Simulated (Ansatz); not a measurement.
# V_O in MgO (Fm-3m) against the share of exact exchange

Question: how much does the share of exact exchange change the (+1/0) level of V_O in MgO (Fm-3m), and what does each choice cost? Model: a cell of 72 host atoms with 1 O taken out.

Program: Ansatz 0.2.0. Level of theory: plane-wave PAW DFT; relaxations with PBEsol, then single points with PBE0 form with several shares of exact exchange, on supercells at fixed charge in a uniform background. Results are calculated unless marked as measured.

Report form: the programs' logs are mostly left out.

## (1) Starting point

The cell holds 71 atoms: 36 Mg and 35 O. Its edges and angles: a = 8.941 Å, b = 8.941 Å, c = 11.921 Å, α = 60.0°, β = 60.0°, γ = 60.0°. It derives from MgO (space group Fm-3m). Nearest the centre at fractional (0.500, 0.500, 0.625): Mg60 at 2.11 Å, Mg44 at 2.11 Å, Mg46 at 2.11 Å, Mg62 at 2.11 Å, Mg38 at 2.11 Å, Mg68 at 2.11 Å, O30 at 2.98 Å, O14 at 2.98 Å. The cell carries charge +1.

Coordinates:

```xyz
71
Lattice="0.0000 6.3223 6.3223 6.3223 0.0000 6.3223 8.4297 8.4297 0.0000" Properties=species:S:1:pos:R:3 pbc="T T T"
Mg    0.0000    0.0000    0.0000
O     2.1075    2.1075    2.1075
Mg    2.1074    2.1074    0.0000
O     4.2149    4.2149    2.1075
Mg    4.2149    4.2149    0.0000
O     6.3223    6.3223    2.1075
Mg    6.3223    6.3223    0.0000
O     8.4298    8.4298    2.1075
Mg    2.1074    0.0000    2.1074
O     4.2149    2.1075    4.2149
Mg    4.2148    2.1074    2.1074
O     6.3223    4.2149    4.2149
Mg    6.3223    4.2149    2.1074
O     8.4297    6.3223    4.2149
Mg    8.4297    6.3223    2.1074
O    10.5372    8.4298    4.2149
Mg    4.2149    0.0000    4.2149
O     6.3223    2.1075    6.3223
Mg    6.3223    2.1074    4.2149
O     8.4297    4.2149    6.3223
Mg    8.4298    4.2149    4.2149
O    10.5371    6.3223    6.3223
Mg   10.5372    6.3223    4.2149
O    12.6446    8.4298    6.3223
Mg    0.0000    2.1074    2.1074
O     2.1075    4.2149    4.2149
Mg    2.1074    4.2148    2.1074
O     4.2149    6.3223    4.2149
Mg    4.2149    6.3223    2.1074
O     6.3223    8.4297    4.2149
Mg    6.3223    8.4297    2.1074
O     8.4298   10.5372    4.2149
Mg    2.1074    2.1074    4.2148
O     4.2149    4.2149    6.3223
Mg    4.2148    4.2148    4.2148
O     6.3223    6.3223    6.3223
Mg    6.3223    6.3223    4.2148
Mg    8.4297    8.4297    4.2148
O    10.5372   10.5372    6.3223
Mg    4.2149    2.1074    6.3223
O     6.3223    4.2149    8.4297
Mg    6.3223    4.2148    6.3223
O     8.4297    6.3223    8.4297
Mg    8.4298    6.3223    6.3223
O    10.5371    8.4297    8.4297
Mg   10.5372    8.4297    6.3223
O    12.6446   10.5372    8.4297
Mg    0.0000    4.2149    4.2149
O     2.1075    6.3223    6.3223
Mg    2.1074    6.3223    4.2149
O     4.2149    8.4297    6.3223
Mg    4.2149    8.4298    4.2149
O     6.3223   10.5371    6.3223
Mg    6.3223   10.5372    4.2149
O     8.4298   12.6446    6.3223
Mg    2.1074    4.2149    6.3223
O     4.2149    6.3223    8.4297
Mg    4.2148    6.3223    6.3223
O     6.3223    8.4297    8.4297
Mg    6.3223    8.4298    6.3223
O     8.4297   10.5371    8.4297
Mg    8.4297   10.5372    6.3223
O    10.5372   12.6446    8.4297
Mg    4.2149    4.2149    8.4298
O     6.3223    6.3223   10.5371
Mg    6.3223    6.3223    8.4298
O     8.4297    8.4297   10.5371
Mg    8.4298    8.4298    8.4298
O    10.5371   10.5371   10.5371
Mg   10.5372   10.5372    8.4298
O    12.6446   12.6446   10.5371
```

Known beforehand: the electronic dielectric constant, 3.24, and the static one, 10.37, computed on the host (DFPT, PBEsol).

The cell's shortest repeat is 8.9 Å.

## (2) Relaxing both charge states, PBEsol

The study needs fixed structures, so each charge is relaxed once, at one point at (¼, ¼, ¼), from small random displacements that break the symmetry of the site.

Input file qp1_M1.relax/input.yaml:

```yaml
crystal:
  lattice:
    - [0.0, 2.10743285, 2.10743285]
    - [2.10743285, 0.0, 2.10743285]
    - [2.10743285, 2.10743285, 0.0]
  atoms:
    - { symbol: Mg, position: [0.0, 0.0, 0.0] }
    - { symbol: O, position: [0.5, 0.5, 0.5] }
  supercell: [3, 3, 4]
  defects: [{ vacancy: 37 }]
total_charge: 1
basis:
  ecutwfc: 420
  xc_grid: 2
hamiltonian:
  xc: pbesol
  pseudopotentials: { kind: paw, azcp: { folder: soft_1 }, xc_functional: pbe }
kpoints:
  mp_grid: { grid: [1, 1, 1], shift: [0.25, 0.25, 0.25] }
magnetization:
  spin_polarized: true
  initial_magnetization: 1
  spin_locking: { lock_magnetization: hard }
scf:
  occupations: { method: fixed }
  max_iter: 100
output:
  forces: true
  charged_corrections:
    epsilon: 3.24
    static_epsilon: 10.37
    defect_position: [0.5, 0.5, 0.625]
relax:
  f_tol: 0.015
  max_steps: 60
  random_displacement: { amplitude: 0.04, seed: 5390 }
checkpoint:
  write: "../qp1_M1.relax.run"
  compress: false
  write_wavefunctions: true
  write_every: 100000
```

Command:

```bash
$ ansatz run input.yaml --threads 32 --pin off --max-ram 84787MiB --backend cuda --events-out ev --progress --plain --runs-dir out --max-vram 78GiB
```

Elapsed: 4.7 s, on 1 × NVIDIA GB200 with 32 threads of Arm Neoverse V2, shared host; peak memory 1.5 GiB.

The steps of the relaxation:

| step | energy less that of the first step (eV) | largest force component (eV/Å) |
| --- | --- | --- |
| 1 | 0.0000 | 2.2236 |
| 2 | -1.1209 | 0.6495 |
| 3 | -1.4334 | 0.0308 |
| 4 | -1.4334 | 0.0308 |
| 5 | -1.4341 | 0.0040 |

The atoms that moved most (Å, from the sites as typed, ahead of the random displacement, the mean shift of all atoms taken out):

| atom | dx | dy | dz | length |
| --- | --- | --- | --- | --- |
| Mg60 | -0.104 | -0.002 | 0.003 | 0.104 |
| Mg46 | 0.104 | 0.002 | -0.003 | 0.104 |
| Mg44 | -0.002 | -0.104 | 0.003 | 0.104 |
| Mg62 | 0.002 | 0.104 | -0.003 | 0.104 |
| Mg38 | 0.002 | 0.002 | -0.102 | 0.102 |
| Mg68 | -0.002 | -0.002 | 0.102 | 0.102 |
| O39 | -0.021 | -0.021 | 0.000 | 0.030 |
| O36 | 0.021 | 0.021 | 0.000 | 0.030 |

Neighbours of the ideal centre at the end:

| atom | distance (Å) |
| --- | --- |
| Mg46 | 2.205 |
| Mg68 | 2.206 |
| Mg44 | 2.210 |
| Mg38 | 2.213 |
| Mg62 | 2.213 |
| Mg60 | 2.218 |
| O39 | 2.947 |
| O43 | 2.947 |
| O16 | 2.949 |
| O45 | 2.950 |
| O22 | 2.950 |
| O59 | 2.953 |
| O36 | 2.954 |
| O32 | 2.954 |
| O61 | 2.955 |
| O14 | 2.958 |

| charge | moment (μB) | steps | largest displacement (Å) | time |
| --- | --- | --- | --- | --- |
| 0 | 0 | 5 | 0.02 | 3.8 s |
| +1 | 1 | 5 | 0.10 | 4.7 s |

The relaxation ends 20 meV an atom lower than the displaced start, with a largest force component of 0.0040 eV/Å.

## (3) First setting: 0.1

Exact exchange opens the gap of the host. A level of a localised state need not follow either band edge, so its distance to each edge changes. The single points sample the zone centre alone.

Input file qp1_M1.a10/input.yaml:

```yaml
crystal:
  checkpoint: "../qp1_M1.relax.run"
  host: checkpoint
total_charge: 1
basis:
  ecutwfc: 420
  xc_grid: 2
hamiltonian:
  xc: { preset: pbe0, exx: 0.1 }
  pseudopotentials: { kind: paw, azcp: { folder: soft_1 } }
kpoints:
  mp_grid: { grid: [1, 1, 1] }
magnetization:
  spin_polarized: true
  initial_magnetization: 1
  spin_locking: { lock_magnetization: hard }
scf:
  occupations: { method: fixed }
  max_iter: 100
output:
  forces: true
  charged_corrections:
    epsilon: 3.24
    static_epsilon: 10.37
    defect_position: [0.5, 0.5, 0.625]
  eigenvalues: true
  eigenstates: { localisation: true }
  efg: {}
checkpoint:
  read: "../qp1_M1.relax.run"
  write: "../qp1_M1.a10.run"
  compress: false
  write_wavefunctions: false
  write_every: 100000
```

Wall time 12 s (1 × NVIDIA GB200 with 32 threads); peak memory 1.8 GiB.

Both charges and the host at this setting go to place-levels, which corrects for the image charge and aligns the potentials.

Input file levels.a10.yaml:

```yaml
host:
  run: host.a10.run
states: [q0.a10.run, qp1_M1.a10.run]
geometry_from:
  q0.a10.run: q0.relax.run
  qp1_M1.a10.run: qp1_M1.relax.run
```

Command:

```bash
$ ansatz place-levels levels.a10.yaml -- --threads 32 --pin off --max-ram 84787MiB
```

Wall time 0.14 s (32 threads).

At this setting the gap is 5.706 eV and (+1/0) lies 2.908 eV above the valence top.

## (4) The other settings

Only the studied keys change. The next input; the others follow the same pattern (0.25, 0.3 and 0.4):

qp1_M1.a20/input.yaml, as its differences from qp1_M1.a10/input.yaml of step 3:

```diff
@@ -8,3 +8,3 @@
 hamiltonian:
-  xc: { preset: pbe0, exx: 0.1 }
+  xc: { preset: pbe0, exx: 0.2 }
   pseudopotentials: { kind: paw, azcp: { folder: soft_1 } }
@@ -30,3 +30,3 @@
   read: "../qp1_M1.relax.run"
-  write: "../qp1_M1.a10.run"
+  write: "../qp1_M1.a20.run"
   compress: false
```

## (5) Result against cost

Times of the states on 1 × NVIDIA GB200 with 32 threads of Arm Neoverse V2, shared host; the host is run again at each setting:

| share of exact exchange | gap (eV) | (+1/0) above the valence top (eV) | under the conduction bottom (eV) | time, both charge states | time, host and placing | peak memory of a state (GiB) |
| --- | --- | --- | --- | --- | --- | --- |
| 0.1 | 5.706 | 2.908 | 2.797 | 17 s | 8 s | 1.8 |
| 0.2 | 6.722 | 3.552 | 3.170 | 18 s | 9.6 s | 1.9 |
| 0.25 | 7.236 | 3.876 | 3.359 | 18 s | 7.3 s | 2.1 |
| 0.3 | 7.753 | 4.203 | 3.550 | 16 s | 6.8 s | 1.8 |
| 0.4 | 8.797 | 4.860 | 3.937 | 22 s | 8.6 s | 2.0 |

## (6) Outcome

* (plus 1/0) level, 0.1: 2.91 eV
* (plus 1/0) level, 0.2: 3.55 eV
* (plus 1/0) level, 0.25: 3.88 eV
* (plus 1/0) level, 0.3: 4.20 eV
* (plus 1/0) level, 0.4: 4.86 eV
* slope of the gap among the hybrids: 1.03 eV per 0.1 of exact exchange

**Reading.** From a share of 0.1 to 0.4 the gap opens from 5.71 to 8.80 eV and (+1/0) moves from 2.91 to 4.86 eV above the valence top. Among the hybrids, by fitted slopes, the level takes 63 % of the gap's opening, between the two edges, as a localised state does. The atoms were held at the semilocal structure, so a distortion that exact exchange would bring is missing. The program warns that hybrid band edges depend on the exchange mesh, which was not varied here; the gaps and slopes may carry that error. Only the charges 0 and +1 were run, each from one start, so (+1/0) need not be a change between stable states. Left out, since run at other k-points: 0 (PBEsol). Keep in mind: sampling at the zone centre alone can move energies of charged and open-shell states by tenths of an eV or more in cells of this size; the images are only 8.9 Å apart; the structures are those of PBEsol; force components of up to 0.20 eV/Å remain in a run at the final settings.

[Logs are printed without paths, hosts, clocks, repeated set-up lines and the standing remarks that a program may print on its own settings, such as how far it seeks lower states.]

[Hosts, paths, dates, database ids (printed as entryN), source tags and the programs' standing remarks are cut or masked in the printed files.]

[Where a table of states has a column of steps, it counts the stored structures, which are thinned; the runs took as many ionic steps or more.]

[For some hosts the program warned that the k-mesh of the response run may be too coarse for force constants and the static dielectric constant; such warnings are not shown here.]
